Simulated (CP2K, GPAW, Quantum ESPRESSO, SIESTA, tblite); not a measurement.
# CP2K on twisted graphene bilayer, 32.20° (156 atoms): settings against a plane-wave reference, part 2 of 3

Wanted: CP2K inputs and outputs for twisted graphene bilayer, 32.20° (156 atoms), checked against a plane-wave reference.

Program: CP2K 2026.2; the method stands at each step. Banners, paths, timers and routine set-up lines are dropped from the logs unmarked, and long logs keep their key lines alone; longer cuts are marked.

So far, r.m.s. force component (eV/Å): step 2 (PBE, DZVP-MOLOPT-SR, 450/50 Ry, diagonalisation) 1.72; step 3 (setting basis TZVP-MOLOPT-GTH) 1.70.

## Step 5: PBE+D4, DZVP-MOLOPT-SR, 450/50 Ry, diagonalisation

Method: Kohn-Sham DFT, PBE+D4, GTH-PBE pseudopotentials, Gaussian and plane waves, DZVP-MOLOPT-SR-GTH, diagonalisation.

The input, input.inp:

```
&GLOBAL
  PROJECT cell
  RUN_TYPE ENERGY_FORCE
  PRINT_LEVEL LOW
&END GLOBAL
&FORCE_EVAL
  METHOD QS
  &DFT
    BASIS_SET_FILE_NAME BASIS_MOLOPT
    POTENTIAL_FILE_NAME GTH_POTENTIALS
    &MGRID
      CUTOFF 450
      REL_CUTOFF 50
    &END MGRID
    &QS
      EPS_DEFAULT 1.0E-12
    &END QS
    &SCF
      SCF_GUESS ATOMIC
      EPS_SCF 5.0E-06
      MAX_SCF 200
      ADDED_MOS 70
      &DIAGONALIZATION
        ALGORITHM STANDARD
      &END DIAGONALIZATION
      &SMEAR ON
        METHOD FERMI_DIRAC
        ELECTRONIC_TEMPERATURE [K] 580
      &END SMEAR
      &MIXING
        METHOD BROYDEN_MIXING
        ALPHA 0.2
        NBROYDEN 12
        BETA 0.05
      &END MIXING
      &PRINT
        &RESTART OFF
        &END RESTART
      &END PRINT
    &END SCF
    &XC
      &XC_FUNCTIONAL PBE
      &END XC_FUNCTIONAL
      &VDW_POTENTIAL
        POTENTIAL_TYPE PAIR_POTENTIAL
        &PAIR_POTENTIAL
          TYPE DFTD4
          REFERENCE_FUNCTIONAL PBE
        &END PAIR_POTENTIAL
      &END VDW_POTENTIAL
    &END XC
    &PRINT
      &MULLIKEN ON
      &END MULLIKEN
      &HIRSHFELD ON
        SHAPE_FUNCTION DENSITY
      &END HIRSHFELD
      &MO ON
        EIGENVALUES T
        OCCUPATION_NUMBERS T
        MO_INDEX_RANGE 301 324
        &EACH
          QS_SCF 0
        &END EACH
        ADD_LAST NUMERIC
      &END MO
    &END PRINT
  &END DFT
  &SUBSYS
    &CELL
      A 15.36270 0.00000 0.00000
      B -7.68135 13.30449 0.00000
      C 0.00000 0.00000 15.53000
    &END CELL
    &COORD
      SCALED
      C 0.10509 0.69742 0.39062
      C 0.12741 0.61449 0.38966
      C 0.15477 0.87732 0.39034
      C 0.18026 0.79760 0.39180
      C 0.20420 0.04979 0.38751
      C 0.22748 0.97234 0.38902
      C 0.07876 0.10388 0.38923
      C 0.10132 0.02348 0.39048
      C 0.12752 0.28502 0.38801
      C 0.14838 0.20442 0.39063
      C 0.17810 0.46301 0.38797
      C 0.20381 0.38253 0.38981
      C 0.22748 0.64000 0.38996
      C 0.25462 0.56117 0.38857
      C 0.28294 0.82097 0.39159
      C 0.30894 0.74687 0.38941
      C 0.33444 0.99962 0.38989
      C 0.36003 0.92702 0.39077
      C 0.25551 0.23258 0.39182
      C 0.28326 0.15384 0.39097
[... 132 atom lines left out ...]
      C 0.00008 0.66745 0.60944
      C 0.02645 0.77228 0.61155
      C 0.94451 0.79344 0.60484
      C 0.97154 0.89318 0.61196
    &END COORD
    &KIND C
      BASIS_SET DZVP-MOLOPT-SR-GTH-q4
      POTENTIAL GTH-PBE-q4
    &END KIND
  &END SUBSYS
  &PRINT
    &FORCES ON
    &END FORCES
  &END PRINT
&END FORCE_EVAL
```

Started as:

```
$ OMP_NUM_THREADS=1 mpirun -np 4 cp2k.psmp -i input.inp > output.txt
```

Numbers of over 12 decimals in the logs are rounded to 6 here.

The log of the run:

```text
CP2K| version string:                                       CP2K version 2026.2
 CP2K| Input file name                                                 input.inp
 GLOBAL| Basis set file name                                        BASIS_MOLOPT
 GLOBAL| Potential file name                                      GTH_POTENTIALS
 GLOBAL| Run type                                                   ENERGY_FORCE
 GLOBAL| Total number of message passing processes                             4
 GLOBAL| Number of threads for this process                                    1
 TOTAL NUMBERS AND MAXIMUM NUMBERS
  Total number of            - Atomic kinds:                                   1
                             - Atoms:                                        156
[... lines left out ...]
                        Smear method:                                FERMI_DIRAC
[... lines left out ...]
 Number of electrons:                                                        624
[... lines left out ...]
  Step     Update method      Time    Convergence         Total energy    Change
[... lines left out ...]
  *** SCF run converged in    17 steps ***
[... lines left out ...]
  Fermi energy:                                                -0.00355969
  Total energy:                                              -888.849041
  Total energy (extrapolated to T->0):                       -888.841891
[... lines left out ...]
 MO| E(Fermi):           -0.003560 a.u.         -0.096864 eV
[... lines left out ...]
       2     C        1          4.000433                             -0.000433
       3     C        1          4.001470                             -0.001470
[...]
155     C        1          4.010516                             -0.010516
     156     C        1          3.994892                              0.005108
 # Total charge                            624.000000                  0.000000
 !-----------------------------------------------------------------------------!
 !-----------------------------------------------------------------------------!
                           Hirshfeld Charges
  #Atom  Element  Kind  Ref Charge     Population                    Net charge
      1       C      1       4.000          3.998                         0.002
      2       C      1       4.000          4.003                        -0.003
      3       C      1       4.000          4.002                        -0.002
[...]
155       C      1       4.000          4.005                        -0.005
    156       C      1       4.000          4.000                         0.000
  Total Charge                                                           -0.000
 !-----------------------------------------------------------------------------!
 ENERGY| Total FORCE_EVAL ( QS ) energy [hartree]           -888.849058
 FORCES| Atomic forces [hartree/bohr]
 FORCES|   Atom     x               y               z               |f|
 FORCES|      1 -2.83426372E-02 -5.27842598E-02 -6.09636133E-03   6.02216638E-02
 FORCES|      2 -1.15086206E-02  3.73413633E-02  3.13368813E-03   3.92000735E-02
 FORCES|      3  2.27637328E-02 -8.68344875E-02 -1.62445942E-03   8.97833761E-02
[...]
FORCES|    155  4.95332735E-02  5.31809254E-03  2.42064614E-02   5.53875443E-02
 FORCES|    156 -1.33023880E-03  5.77543820E-02 -1.90144767E-02   6.08184882E-02
 FORCES| Sum     1.43227276E-04  9.63279485E-05  1.29448463E-04
 FORCES| Total atomic force                                       2.15754562E-04
```

Elapsed: 2.9 min, on 4 MPI ranks of Arm Neoverse V1, shared host; peak memory 8.2 GiB.

Numbers from this run, and their distance from the reference:

```yaml
r_m_s_force_component: 1.721 eV/Å
r_m_s_difference_of_force_components: 50.02 meV/Å
longest_difference_of_force_vectors: 134.3 meV/Å
force_difference_over_r_m_s_force: 2.95 %
slope_of_forces_against_the_reference_s: 1.015
correlation_of_force_components: 0.9997
```

Against the first run (1.8 %), the force difference from the reference is 3.0 %, at 1.0 times the CPU time; the model has changed, so this is no error of the program alone.

## Step 6: SCAN, DZVP-UZH(SCAN), 600/50 Ry, diagonalisation

Method: Kohn-Sham DFT, SCAN, GTH-SCAN pseudopotentials, Gaussian and plane waves, DZVP-MOLOPT (UZH set), diagonalisation.

input.inp: that of step 5 with these lines changed.

```diff
@@ -8,7 +8,8 @@
   &DFT
-    BASIS_SET_FILE_NAME BASIS_MOLOPT
-    POTENTIAL_FILE_NAME GTH_POTENTIALS
+    BASIS_SET_FILE_NAME BASIS_MOLOPT_UZH
+    POTENTIAL_FILE_NAME POTENTIAL_UZH
     &MGRID
-      CUTOFF 450
+      CUTOFF 600
       REL_CUTOFF 50
+      NGRIDS 5
     &END MGRID
@@ -41,11 +42,8 @@
     &XC
-      &XC_FUNCTIONAL PBE
+      &XC_FUNCTIONAL
+        &MGGA_X_SCAN
+        &END MGGA_X_SCAN
+        &MGGA_C_SCAN
+        &END MGGA_C_SCAN
       &END XC_FUNCTIONAL
-      &VDW_POTENTIAL
-        POTENTIAL_TYPE PAIR_POTENTIAL
-        &PAIR_POTENTIAL
-          TYPE DFTD4
-          REFERENCE_FUNCTIONAL PBE
-        &END PAIR_POTENTIAL
-      &END VDW_POTENTIAL
     &END XC
@@ -79,4 +77,4 @@
     &KIND C
-      BASIS_SET DZVP-MOLOPT-SR-GTH-q4
-      POTENTIAL GTH-PBE-q4
+      BASIS_SET DZVP-MOLOPT-SCAN-GTH-q4
+      POTENTIAL GTH-SCAN-q4
     &END KIND
```

Started as:

```
$ OMP_NUM_THREADS=2 cp2k.psmp -i input.inp > output.txt
```

The log of the run:

```text
CP2K| version string:                                       CP2K version 2026.2
 CP2K| Input file name                                                 input.inp
 GLOBAL| Basis set file name                                    BASIS_MOLOPT_UZH
 GLOBAL| Potential file name                                       POTENTIAL_UZH
[... lines left out ...]
                        Smear method:                                FERMI_DIRAC
[... lines left out ...]
 Number of electrons:                                                        624
[... lines left out ...]
  Step     Update method      Time    Convergence         Total energy    Change
[... lines left out ...]
  *** SCF run converged in    32 steps ***
[... lines left out ...]
  Fermi energy:                                                -0.00314959
  Total energy:                                              -886.582057
  Total energy (extrapolated to T->0):                       -886.575576
[... lines left out ...]
 MO| E(Fermi):           -0.003150 a.u.         -0.085705 eV
[... lines left out ...]
    156       C      1       4.000          3.999                         0.001
  Total Charge                                                           -0.000
 !-----------------------------------------------------------------------------!
 ENERGY| Total FORCE_EVAL ( QS ) energy [hartree]           -886.582039
 FORCES| Atomic forces [hartree/bohr]
 FORCES|   Atom     x               y               z               |f|
 FORCES|      1 -2.91034982E-02 -5.17396506E-02 -6.58005820E-03   5.97268969E-02
 FORCES|      2 -8.88084273E-03  3.65863887E-02  2.57551561E-03   3.77368055E-02
 FORCES|      3  2.27193881E-02 -8.50968451E-02 -2.37217059E-03   8.81094254E-02
[...]
FORCES|    155  5.03606763E-02  7.86299095E-03  2.55539336E-02   5.70177855E-02
 FORCES|    156 -2.80953006E-03  5.68581800E-02 -1.89220916E-02   5.99899295E-02
 FORCES| Sum     2.54576011E-03  1.32140503E-03  1.01532938E-04
 FORCES| Total atomic force                                       2.87007225E-03
```

It took 26 min on 2 threads; peak memory 11 GiB.

Numbers from this run, and their distance from the reference:

```
r.m.s. force component                  : 1.726 eV/Å
r.m.s. difference of force components   : 61.09 meV/Å
longest difference of force vectors     : 209.1 meV/Å
force difference over r.m.s. force      : 3.603 %
slope of forces against the reference's : 1.018
correlation of force components         : 0.9995
```

Against the first run (1.8 %), the force difference from the reference is 3.6 %, at 4.3 times the CPU time (on 2 against 4 cores) (32 SCF steps against 17); the model has changed, so this is no error of the program alone.

## Step 7: PBE, DZVP-MOLOPT-SR, 630/50 Ry, diagonalisation

Method: Kohn-Sham DFT, PBE, GTH-PBE pseudopotentials, Gaussian and plane waves, DZVP-MOLOPT-SR-GTH, diagonalisation.

input.inp: that of step 6 with these lines changed.

```diff
@@ -8,6 +8,6 @@
   &DFT
-    BASIS_SET_FILE_NAME BASIS_MOLOPT_UZH
-    POTENTIAL_FILE_NAME POTENTIAL_UZH
+    BASIS_SET_FILE_NAME BASIS_MOLOPT
+    POTENTIAL_FILE_NAME GTH_POTENTIALS
     &MGRID
-      CUTOFF 600
+      CUTOFF 630
       REL_CUTOFF 50
@@ -42,7 +42,3 @@
     &XC
-      &XC_FUNCTIONAL
-        &MGGA_X_SCAN
-        &END MGGA_X_SCAN
-        &MGGA_C_SCAN
-        &END MGGA_C_SCAN
+      &XC_FUNCTIONAL PBE
       &END XC_FUNCTIONAL
@@ -73,3 +69,2 @@
     &COORD
-      SCALED
 [... 156 atom lines left out: the same atoms as in the first run ...]
@@ -77,4 +72,4 @@
     &KIND C
-      BASIS_SET DZVP-MOLOPT-SCAN-GTH-q4
-      POTENTIAL GTH-SCAN-q4
+      BASIS_SET DZVP-MOLOPT-SR-GTH-q4
+      POTENTIAL GTH-PBE-q4
     &END KIND
```

Started as:

```
$ OMP_NUM_THREADS=1 mpirun -np 4 cp2k.psmp -i input.inp > output.txt
```

The log of the run:

```text
CP2K| version string:                                       CP2K version 2026.2
 CP2K| Input file name                                                 input.inp
 GLOBAL| Basis set file name                                        BASIS_MOLOPT
 GLOBAL| Potential file name                                      GTH_POTENTIALS
[... lines left out ...]
                        Smear method:                                FERMI_DIRAC
[... lines left out ...]
 Number of electrons:                                                        624
[... lines left out ...]
  Step     Update method      Time    Convergence         Total energy    Change
[... lines left out ...]
  *** SCF run converged in    17 steps ***
[... lines left out ...]
  Fermi energy:                                                -0.00355963
  Total energy:                                              -888.050170
  Total energy (extrapolated to T->0):                       -888.043020
[... lines left out ...]
 MO| E(Fermi):           -0.003560 a.u.         -0.096862 eV
[... lines left out ...]
    156       C      1       4.000          4.000                         0.000
  Total Charge                                                           -0.000
 !-----------------------------------------------------------------------------!
 ENERGY| Total FORCE_EVAL ( QS ) energy [hartree]           -888.050187
 FORCES| Atomic forces [hartree/bohr]
 FORCES|   Atom     x               y               z               |f|
 FORCES|      1 -2.83229464E-02 -5.28090346E-02 -7.20023019E-03   6.03558344E-02
 FORCES|      2 -1.15245603E-02  3.73300931E-02  2.03232624E-03   3.91213713E-02
 FORCES|      3  2.27274492E-02 -8.68220875E-02 -2.73407244E-03   8.97891251E-02
[...]
FORCES|    155  4.95260232E-02  5.28391959E-03  2.52864084E-02   5.58582960E-02
 FORCES|    156 -1.32262237E-03  5.77116563E-02 -1.78951241E-02   6.04369099E-02
 FORCES| Sum    -7.14706095E-05 -7.67816126E-05  7.09145420E-05
 FORCES| Total atomic force                                       1.26618862E-04
```

It took 3.8 min on 4 MPI ranks; peak memory 13 GiB.

Compared with the plane-wave run:

```
r.m.s. force component                          : 1.72 eV/Å
r.m.s. difference of force components           : 30.39 meV/Å
longest difference of force vectors             : 104.3 meV/Å
force difference over r.m.s. force              : 1.793 %
slope of forces against the reference's         : 1.015
correlation of force components                 : 1
energy less the same-level run's                : -0.0009 meV/atom
r.m.s. force difference from the same-level run : 0.623 meV/Å
```

Against the first run (1.8 %), the force difference from the reference is 1.8 %, at 1.3 times the CPU time: the change moves forces by 0.62 meV/Å r.m.s., so most of the difference comes from elsewhere.

## Step 8: PBE, DZVP-MOLOPT-SR, 450/30 Ry, diagonalisation

Method: Kohn-Sham DFT, PBE, GTH-PBE pseudopotentials, Gaussian and plane waves, DZVP-MOLOPT-SR-GTH, diagonalisation.

input.inp: that of step 7 with these lines changed.

```diff
@@ -11,5 +11,4 @@
     &MGRID
-      CUTOFF 630
-      REL_CUTOFF 50
-      NGRIDS 5
+      CUTOFF 450
+      REL_CUTOFF 30
     &END MGRID
@@ -68,5 +67,6 @@
     &END CELL
-    &COORD
-[... 156 atom lines left out: the same atoms as in the first run ...]
-    &END COORD
+    &TOPOLOGY
+      COORD_FILE_NAME structure.xyz
+      COORD_FILE_FORMAT XYZ
+    &END TOPOLOGY
     &KIND C
```

The input, structure.xyz:

```xyz
156

[... 156 atom lines left out: the same atoms as in the first run ...]
```

The log of the run:

```text
CP2K| version string:                                       CP2K version 2026.2
 CP2K| Input file name                                                 input.inp
 GLOBAL| Basis set file name                                        BASIS_MOLOPT
 GLOBAL| Potential file name                                      GTH_POTENTIALS
 GLOBAL| Run type                                                   ENERGY_FORCE
 GLOBAL| Total number of message passing processes                             4
 GLOBAL| Number of threads for this process                                    1
[... lines left out ...]
                        Smear method:                                FERMI_DIRAC
[... lines left out ...]
 Number of electrons:                                                        624
[... lines left out ...]
  Step     Update method      Time    Convergence         Total energy    Change
[... lines left out ...]
  *** SCF run converged in    17 steps ***
[... lines left out ...]
  Fermi energy:                                                -0.00356736
  Total energy:                                              -888.050909
  Total energy (extrapolated to T->0):                       -888.043759
[... lines left out ...]
 MO| E(Fermi):           -0.003567 a.u.         -0.097073 eV
[... lines left out ...]
                           Hirshfeld Charges
  #Atom  Element  Kind  Ref Charge     Population                    Net charge
      1       C      1       4.000          3.998                         0.002
      2       C      1       4.000          4.003                        -0.003
      3       C      1       4.000          4.002                        -0.002
[...]
155       C      1       4.000          4.005                        -0.005
    156       C      1       4.000          4.000                         0.000
  Total Charge                                                           -0.000
 !-----------------------------------------------------------------------------!
 ENERGY| Total FORCE_EVAL ( QS ) energy [hartree]           -888.050926
 FORCES| Atomic forces [hartree/bohr]
 FORCES|   Atom     x               y               z               |f|
 FORCES|      1 -2.83194295E-02 -5.27900592E-02 -7.21253744E-03   6.03390515E-02
 FORCES|      2 -1.15247726E-02  3.73286623E-02  2.01296072E-03   3.91190672E-02
 FORCES|      3  2.27410021E-02 -8.68127581E-02 -2.74685162E-03   8.97839258E-02
[...]
FORCES|    155  4.95209024E-02  5.29902211E-03  2.53108505E-02   5.58662560E-02
 FORCES|    156 -1.32301656E-03  5.77364928E-02 -1.78814258E-02   6.04565824E-02
 FORCES| Sum     1.60474240E-04  8.64243213E-05  1.97362921E-04
 FORCES| Total atomic force                                       2.68650828E-04
```

The job ended after 2.4 min (4 MPI ranks; peak memory 8.1 GiB).

Numbers from this run, and their distance from the reference:

```yaml
r_m_s_force_component: 1.72 eV/Å
r_m_s_difference_of_force_components: 30.36 meV/Å
longest_difference_of_force_vectors: 104.4 meV/Å
force_difference_over_r_m_s_force: 1.791 %
slope_of_forces_against_the_reference_s: 1.015
correlation_of_force_components: 1
energy_less_the_same_level_run_s: -0.1298 meV/atom
r_m_s_force_difference_from_the_same_level_run: 0.431 meV/Å
```

This is a coarse setting, run to see what it loses.

Against the first run (1.8 %), the force difference from the reference is 1.8 %, at 0.84 times the CPU time: the change moves forces by 0.43 meV/Å r.m.s., so most of the difference comes from elsewhere.

(Part 2 of 3 ends here.)

[Also dropped from logs without a mark: logging warnings of Python, and SIESTA's first energy breakdown and zero terms.]

[Logs are printed without paths, hosts, clocks, repeated set-up lines and the standing remarks that a program may print on its own settings, such as how far it seeks lower states.]

[Hosts, paths, dates, database ids (printed as entryN), source tags and the programs' standing remarks are cut or masked in the printed files.]
